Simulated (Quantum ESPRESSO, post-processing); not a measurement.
# Work-function anisotropy of Nb, part 6 of 6

Aim: the work function of the low-index faces of Nb, their order, and how far the functional matters.

Quantum ESPRESSO 7.5; plane-wave DFT, PBE, PseudoDojo norm-conserving pseudopotentials.

So far. Step 11 (Potential by pp.x of (100)): On (100) the work function under PBEsol lies +0.09 eV from PBE's. Step 12 (Relaxation with pw.x of (111), PBE): The relaxation lowers the energy by 72 meV an atom. On the free atoms the largest force ends at 0.000 eV/Å.

### Step 13. SCF with pw.x of (111), PBE

Level of this step: plane-wave DFT, PBE, PseudoDojo norm-conserving pseudopotentials (Quantum ESPRESSO 7.5).

111.pbe.in reads:

```
&control
  prefix = '111.pbe'
  outdir = './out'
  pseudo_dir = './pseudo'
  calculation = 'scf'
  tprnfor = .true.
/
&system
  ibrav = 0
  nat = 9
  ntyp = 1
  ecutwfc = 74
  ecutrho = 296
  occupations = 'smearing'
  smearing = 'mv'
  degauss = 0.02
/
&electrons
  conv_thr = 1e-07
  mixing_beta = 0.4
  electron_maxstep = 120
  mixing_mode = 'local-TF'
/
ATOMIC_SPECIES
  Nb  92.9064  Nb.dojo-sr-pbe-0.4.1-standard.upf
CELL_PARAMETERS angstrom
  4.66690475583121 0.00000000000000 0.00000000000000
  2.33345237791561 4.04165807559224 0.00000000000000
  0.00000000000000 0.00000000000000 23.62102355330306
ATOMIC_POSITIONS crystal
  Nb  0.333333333300 0.333333333300 0.351900809500
  Nb  0.666666666700 0.666666666700 0.383310105300
  Nb  0.000000000000 0.000000000000 0.419340671900
  Nb  0.333333333300 0.333333333300 0.459670336000
  Nb  0.666666666700 0.666666666700 0.500000000000
  Nb  0.000000000000 0.000000000000 0.540329664000
  Nb  0.333333333300 0.333333333300 0.580659328100
  Nb  0.666666666700 0.666666666700 0.616689894700
  Nb  0.000000000000 0.000000000000 0.648099190500
K_POINTS automatic
  6 6 1 0 0 0
```

The run is started by

```
$ OMP_NUM_THREADS=1 mpirun -n 4 pw.x -nk 2 -in 111.pbe.in > 111.pbe.out
```

What it wrote:

```text
[banner, memory and clock lines left out]
Program PWSCF v.7.5 starts
[citation notice left out]

[...]
Message from routine setup:
[...]
bravais-lattice index     =            0
     lattice parameter (alat)  =       8.8192  a.u.
     unit-cell volume          =    3006.6565 (a.u.)^3
     number of atoms/cell      =            9
     number of atomic types    =            1
     number of electrons       =       117.00
     number of Kohn-Sham states=           71
     kinetic-energy cutoff     =      74.0000  Ry
     charge density cutoff     =     296.0000  Ry
     scf convergence threshold =      1.0E-07
     mixing beta               =       0.4000
     number of iterations used =            8  local-TF  mixing
     Exchange-correlation= PBE
                           (   1   4   3   4   0   0   0)

[...]
PseudoPot. # 1 for Nb read from file:
     ./pseudo/Nb.dojo-sr-pbe-0.4.1-standard.upf
     Pseudo is Norm-conserving + core correction, Zval = 13.0
     Generated using ONCVPSP code by D. R. Hamann
     Using radial grid of 1680 points,  6 beta functions with:
                l(1) =   0
                l(2) =   0
                l(3) =   1
                l(4) =   1
                l(5) =   2
                l(6) =   2

     atomic species   valence    mass     pseudopotential
     Nb               13.00    92.90640     Nb( 1.00)

     12 Sym. Ops., with inversion, found ( 6 have fractional translation)

[...]
number of k points=     7  Marzari-Vanderbilt smearing, width (Ry)=  0.0200
[...]
Dense  grid:   258389 G-vectors     FFT dimensions: (  54,  54, 250)

     Initial potential from superposition of free atoms

     starting charge     116.9791, renormalised to     117.0000

     negative rho (up, down):  4.051E-05 0.000E+00
     Starting wfcs are   90 randomized atomic wfcs

     per-process dynamical memory:   188.8 Mb

     Self-consistent Calculation

     iteration #  1     ecut=    74.00 Ry     beta= 0.40
     Davidson diagonalization with overlap
     ethr =  1.00E-02,  avg # of iterations =  2.0

     total energy              =   -1120.91041564 Ry
     estimated scf accuracy    <       5.72290786 Ry

     iteration #  2     ecut=    74.00 Ry     beta= 0.40
[...]
total energy              =   -1120.53166123 Ry
     estimated scf accuracy    <       2.54727990 Ry

     iteration #  3     ecut=    74.00 Ry     beta= 0.40
[...]
total energy              =   -1120.66999963 Ry
     estimated scf accuracy    <       0.47343913 Ry

     iteration #  4     ecut=    74.00 Ry     beta= 0.40
[...]
total energy              =   -1120.80047931 Ry
     estimated scf accuracy    <       1.59869666 Ry

     iteration #  5     ecut=    74.00 Ry     beta= 0.40
[...]
total energy              =   -1120.72340958 Ry
     estimated scf accuracy    <       1.26896202 Ry

     iteration #  6     ecut=    74.00 Ry     beta= 0.40
[...]
total energy              =   -1120.72950026 Ry
     estimated scf accuracy    <       0.29713220 Ry

[...]
iteration # 20     ecut=    74.00 Ry     beta= 0.40
[...]
total energy              =   -1120.72305382 Ry
     estimated scf accuracy    <       0.00000034 Ry

     iteration # 21     ecut=    74.00 Ry     beta= 0.40
[...]
total energy              =   -1120.72305398 Ry
     estimated scf accuracy    <       0.00000016 Ry

     iteration # 22     ecut=    74.00 Ry     beta= 0.40
[...]
total energy              =   -1120.72305404 Ry
     estimated scf accuracy    <       0.00000013 Ry

     iteration # 23     ecut=    74.00 Ry     beta= 0.40
[...]
End of self-consistent calculation

          k = 0.0000 0.0000 0.0000 ( 32235 PWs)   bands (ev):

   -50.2534 -50.2358 -50.0889 -50.0800 -49.8545 -49.8332 -49.8227 -49.6827
   -49.6118 -26.8057 -26.7412 -26.5422 -26.5422 -26.5331 -26.5331 -26.4637
   -26.4637 -26.4393 -26.4266 -26.4266 -26.2331 -26.1943 -26.1943 -26.1806
   -26.0565 -25.8782 -25.8782 -25.6565 -25.6565 -25.5514 -25.5514 -25.5508
   -25.4881 -25.4045 -25.4045 -25.3715  -1.1759   0.0373   0.7069   0.7069
     1.6420   1.6604   1.6604   2.4822   2.7388   2.8182   2.8182   2.9413
     2.9413   2.9790   2.9790   3.0852   3.5521   3.5521   3.6015   3.6015
     3.6993   4.0165   4.1599   4.1599   4.3620   4.5015   4.5015   5.7689
     5.8361   6.4914   6.4914   6.5783   6.5783   7.2191   7.2191

          k = 0.0000 0.1925 0.0000 ( 32245 PWs)   bands (ev):

   -50.2379 -50.2225 -50.0893 -50.0818 -49.8637 -49.8433 -49.8146 -49.6867
   -49.6253 -26.8340 -26.7735 -26.6932 -26.6416 -26.6222 -26.5852 -26.4762
   -26.3657 -26.3504 -26.3117 -26.2899 -26.2330 -26.2078 -26.1650 -26.1263
   -26.0253 -25.8522 -25.8170 -25.6937 -25.6531 -25.6301 -25.5535 -25.5360
   -25.5170 -25.4258 -25.4059 -25.3711  -0.8109   0.2858   0.9217   0.9543
     1.4157   1.6937   1.8213   2.1566   2.2230   2.4506   2.6464   2.6555
     2.8284   2.8594   3.0939   3.3938   3.5006   3.5520   3.8757   3.8763
     3.9784   4.2094   4.2200   4.5181   4.5648   4.6360   4.9903   5.7496
     5.9455   6.2111   6.2988   6.3481   6.4306   6.9637   7.2040

[...]
the Fermi energy is     4.3047 ev

!    total energy              =   -1120.72305416 Ry
     estimated scf accuracy    <       0.00000001 Ry
     smearing contrib. (-TS)   =       0.00501295 Ry
     internal energy E=F+TS    =   -1120.72806712 Ry

     The total energy is F=E-TS. E is the sum of the following terms:
     one-electron contribution =   -8263.51525080 Ry
     hartree contribution      =    4139.99638548 Ry
     xc contribution           =    -235.03562420 Ry
     ewald contribution        =    3237.82642240 Ry

     convergence has been achieved in  23 iterations

     Forces acting on atoms (cartesian axes, Ry/au):

     atom    1 type  1   force =     0.00000000    0.00000000   -0.00134659
     atom    2 type  1   force =     0.00000000    0.00000000   -0.00105221
     atom    3 type  1   force =     0.00000000   -0.00000000   -0.02030164
     atom    4 type  1   force =     0.00000000    0.00000000    0.02288041
     atom    5 type  1   force =     0.00000000    0.00000000    0.00000000
     atom    6 type  1   force =     0.00000000   -0.00000000   -0.02288041
     atom    7 type  1   force =     0.00000000    0.00000000    0.02030164
     atom    8 type  1   force =     0.00000000    0.00000000    0.00105221
     atom    9 type  1   force =     0.00000000   -0.00000000    0.00134659

     Total force =     0.043326     Total SCF correction =     0.000357

[...]
```

Wall time 4.1 min (4 MPI ranks of Arm Neoverse V2, shared host); peak memory 1.2 GiB.

This step gave:

```
free energy  : -15248.2140 eV
Fermi energy : 4.305 eV
```

### Step 14. Potential by pp.x of (111)

111.pbe.pot.in reads:

```
&inputpp
  prefix = '111.pbe'
  outdir = './out'
  filplot = '111.pbe.pot.dat'
  plot_num = 11
/
```

The run is started by

```
$ OMP_NUM_THREADS=1 mpirun -n 4 pp.x -in 111.pbe.pot.in > 111.pbe.pot.out
```

What it wrote:

```text
[banner, memory and clock lines left out]
Program POST-PROC v.7.5 starts

          URL

     ./out/111.pbe.save/

     IMPORTANT: XC functional enforced from input :
     Exchange-correlation= PBE
                           (   1   4   3   4   0   0   0)
     Any further DFT definition will be discarded
     Please, verify this is what you really want

     Calling punch_plot, plot_num =  11
     Writing data to file  111.pbe.pot.dat
     Message from routine chdens:
     namelist plot not found or invalid, exiting
```

It took 0.93 s on 4 MPI ranks; peak memory 0.12 GiB; 3.5 s of CPU time.

This step gave:

```
work function of the upper face                                       : 3.718 eV
slope of the potential above                                          : 4.36e-4 eV/Å
upper vacuum line continued to the top atoms, over the Fermi level    : 3.715 eV
work function of the lower face                                       : 3.718 eV
slope of the potential below                                          : -3.28e-4 eV/Å
lower vacuum line continued to the bottom atoms, over the Fermi level : 3.716 eV
```

The potential energy, planar mean oscillates, so the rows of the table below give means over windows of 0.94 Å about each position, cut where the curve ends. Its maxima inside the range that stand out by 2 % of the span (Å: eV): 9.54: -15.5, 10.39: -12.9, 11.34: -12.7, 12.28: -12.7, 13.23: -12.9, 14.08: -15.5. Its minima: 8.98: -18.8, 9.83: -17.0, 10.87: -16.3, 11.81: -16.3, 12.76: -16.3, 13.79: -17.0, 14.64: -18.8.

Electrostatic potential energy of an electron; zero at the Fermi level. Table of potential energy, planar mean by z; means over each step:

z (Å), potential energy, planar mean (eV) and a bar from the least value:
```
     0.47        3.7 ##############################
     1.41        3.7 ##############################
     2.35        3.7 ##############################
     3.29        3.7 ##############################
     4.23        3.7 ##############################
     5.17        3.7 ##############################
     6.11        3.5 ##############################
     7.05        1.9 ############################
     7.99       -9.5 ############
     8.93      -17.8 
     9.87      -15.7 ###
    10.81      -14.6 ####
    11.75      -14.5 #####
    12.69      -14.6 ####
    13.63      -15.4 ###
    14.57      -17.6 
    15.51      -11.6 #########
    16.45        1.4 ###########################
    17.39        3.4 ##############################
    18.33        3.7 ##############################
    19.27        3.7 ##############################
    20.21        3.7 ##############################
    21.15        3.7 ##############################
    22.09        3.7 ##############################
    23.03        3.7 ##############################
```

### Step 15. Self-consistent run of (111), PBEsol

Level of this step: plane-wave DFT, PBEsol, PseudoDojo norm-conserving pseudopotentials (Quantum ESPRESSO 7.5).

111.pbesol.in, as its differences from the input of step 13:

```diff
@@ -1,3 +1,3 @@
 &control
-  prefix = '111.pbe'
+  prefix = '111.pbesol'
   outdir = './out'
@@ -24,3 +24,3 @@
 ATOMIC_SPECIES
-  Nb  92.9064  Nb.dojo-sr-pbe-0.4.1-standard.upf
+  Nb  92.9064  Nb.dojo-sr-pbesol-0.4.1-standard.upf
 CELL_PARAMETERS angstrom
```

The run is started by

```
$ OMP_NUM_THREADS=1 mpirun -n 4 pw.x -nk 2 -in 111.pbesol.in > 111.pbesol.out
```

What it wrote:

```text
[banner, memory and clock lines left out]
Program PWSCF v.7.5 starts
[...]
Message from routine setup:
[...]
number of electrons       =       117.00
     number of Kohn-Sham states=           71
     kinetic-energy cutoff     =      74.0000  Ry
     charge density cutoff     =     296.0000  Ry
[...]
number of k points=     7  Marzari-Vanderbilt smearing, width (Ry)=  0.0200
[...]
Dense  grid:   258389 G-vectors     FFT dimensions: (  54,  54, 250)
[...]
negative rho (up, down):  4.018E-05 0.000E+00
     Starting wfcs are   90 randomized atomic wfcs
[...]
estimated scf accuracy    <       5.62586566 Ry
[...]
estimated scf accuracy    <       2.55175673 Ry
[...]
estimated scf accuracy    <       0.49370930 Ry
[...]
estimated scf accuracy    <       1.62848232 Ry
[...]
estimated scf accuracy    <       1.22004805 Ry
[...]
estimated scf accuracy    <       0.30582811 Ry
[...]
estimated scf accuracy    <       0.15395634 Ry
[...]
estimated scf accuracy    <       0.01150151 Ry
[...]
estimated scf accuracy    <       0.02618476 Ry
[...]
negative rho (up, down):  7.733E-03 0.000E+00
[...]
estimated scf accuracy    <       0.05410829 Ry
[...]
negative rho (up, down):  1.746E-02 0.000E+00
[...]
estimated scf accuracy    <       0.04924707 Ry
[...]
negative rho (up, down):  1.560E-02 0.000E+00
[...]
estimated scf accuracy    <       0.00364132 Ry
[...]
negative rho (up, down):  1.166E-02 0.000E+00
[...]
estimated scf accuracy    <       0.01748441 Ry
[...]
negative rho (up, down):  2.505E-03 0.000E+00
[...]
estimated scf accuracy    <       0.00024966 Ry
[...]
negative rho (up, down):  2.857E-03 0.000E+00
[...]
estimated scf accuracy    <       0.00173789 Ry
[...]
negative rho (up, down):  3.210E-03 0.000E+00
[...]
estimated scf accuracy    <       0.00061209 Ry
[...]
negative rho (up, down):  4.345E-04 0.000E+00
[...]
estimated scf accuracy    <       0.00004746 Ry
[...]
negative rho (up, down):  1.608E-04 0.000E+00
[...]
estimated scf accuracy    <       0.00000226 Ry
[...]
negative rho (up, down):  3.427E-05 0.000E+00
[...]
estimated scf accuracy    <       0.00000210 Ry
[...]
estimated scf accuracy    <       0.00000018 Ry
[...]
estimated scf accuracy    <       0.00000078 Ry
[...]
the Fermi energy is     4.1984 ev
!    total energy              =   -1120.06831292 Ry
     estimated scf accuracy    <       0.00000002 Ry
     smearing contrib. (-TS)   =       0.00504062 Ry
     internal energy E=F+TS    =   -1120.07335354 Ry
[...]
one-electron contribution =   -8264.26569464 Ry
     hartree contribution      =    4139.92276640 Ry
     xc contribution           =    -233.55684769 Ry
     ewald contribution        =    3237.82642240 Ry
     convergence has been achieved in  22 iterations
[...]
Total force =     0.045444     Total SCF correction =     0.000858
[...]
```

Elapsed: 4 min, on 4 MPI ranks; peak memory 1.2 GiB.

Read from the output:

| Quantity | Value |
| --- | --- |
| free energy | -15239.3057 eV |
| Fermi energy | 4.198 eV |

### Step 16. Electrostatic potential of (111)

111.pbesol.pot.in reads:

```
&inputpp
  prefix = '111.pbesol'
  outdir = './out'
  filplot = '111.pbesol.pot.dat'
  plot_num = 11
/
```

The run is started by

```
$ OMP_NUM_THREADS=1 mpirun -n 4 pp.x -in 111.pbesol.pot.in > 111.pbesol.pot.out
```

Wall time 0.93 s (4 MPI ranks); peak memory 0.15 GiB.

Read from the output:

```
work function of the upper face                                       : 3.804 eV
slope of the potential above                                          : 3.73e-4 eV/Å
upper vacuum line continued to the top atoms, over the Fermi level    : 3.802 eV
work function of the lower face                                       : 3.804 eV
slope of the potential below                                          : -2.80e-4 eV/Å
lower vacuum line continued to the bottom atoms, over the Fermi level : 3.802 eV
```

On (111) the work function under PBEsol lies +0.09 eV from PBE's.

### Step 17. The series side by side

All levels:

```tsv
level	work function (eV)	CPU time (s)
(110), PBE	4.533	987.4
(110), PBEsol	4.627	949.7
(100), PBE	3.59	513.6
(100), PBEsol	3.676	394.6
(111), PBE	3.718	976.8
(111), PBEsol	3.804	961.9
```

### Step 18. Worked from the printed numbers

For (110) under PBE, on the run's own zero: φ = 12.433 − (7.900) = 4.533 eV.

### Step 19. What came out

| Item | Value |
| --- | --- |
| work function of (110), PBE | 4.53 eV |
| work function of (110), PBEsol | 4.63 eV |
| work function of (100), PBE | 3.59 eV |
| work function of (100), PBEsol | 3.68 eV |
| work function of (111), PBE | 3.72 eV |
| work function of (111), PBEsol | 3.80 eV |

Under PBE the work functions are 4.53 eV on (110), 3.72 eV on (111) and 3.59 eV on (100). In order of packing, from 7.70 to 18.86 Å² an atom, the faces are (110), (100) and (111). The work function doesn't follow that order throughout, so smoothing alone doesn't explain it; the states near the Fermi level, surface states and relaxation differ from face to face. PBEsol lies +0.09 to +0.09 eV from PBE on the same atoms, nearly a rigid shift. The top two spacings change by -3.7 and +1.0 % on (110), -13.2 and +2.5 % on (100) and -22.1 and -10.7 % on (111). The slabs are thin and unreconstructed, at the tabulated lattice constant; thickness and mesh leave some 0.05 to 0.1 eV open.

Computed beside measured:

| quantity | measured | PBE | PBEsol |
| --- | --- | --- | --- |
| work function of (110) (eV) | 4.63 | 4.53 (-0.10 eV) | 4.63 (-0.00 eV) |
| work function of (100) (eV) | 3.97 | 3.59 (-0.38 eV) | 3.68 (-0.29 eV) |
| work function of (111) (eV) | 4.08 | 3.72 (-0.36 eV) | 3.80 (-0.28 eV) |

Measured values from arxiv:1902.07811 (2019).

Verdict: The grades are ours: good and fair within 3 and 7 % for the work function of (110), 3 and 7 % for the work function of (100) and 3 and 7 % for the work function of (111). Other measurements of the same face can differ from the value quoted by 0.1 to 0.2 eV.

[Logs are printed without paths, hosts, clocks, repeated set-up lines and the standing remarks that a program may print on its own settings, such as how far it seeks lower states.]

[Hosts, paths, dates, database ids (printed as entryN), source tags and the programs' standing remarks are cut or masked in the printed files.]

[Maps of the electrostatic potential energy from Ansatz leave out the sawtooth potential of an applied field or a dipole correction, so their vacuum need not be flat; planar profiles and work functions include it.]
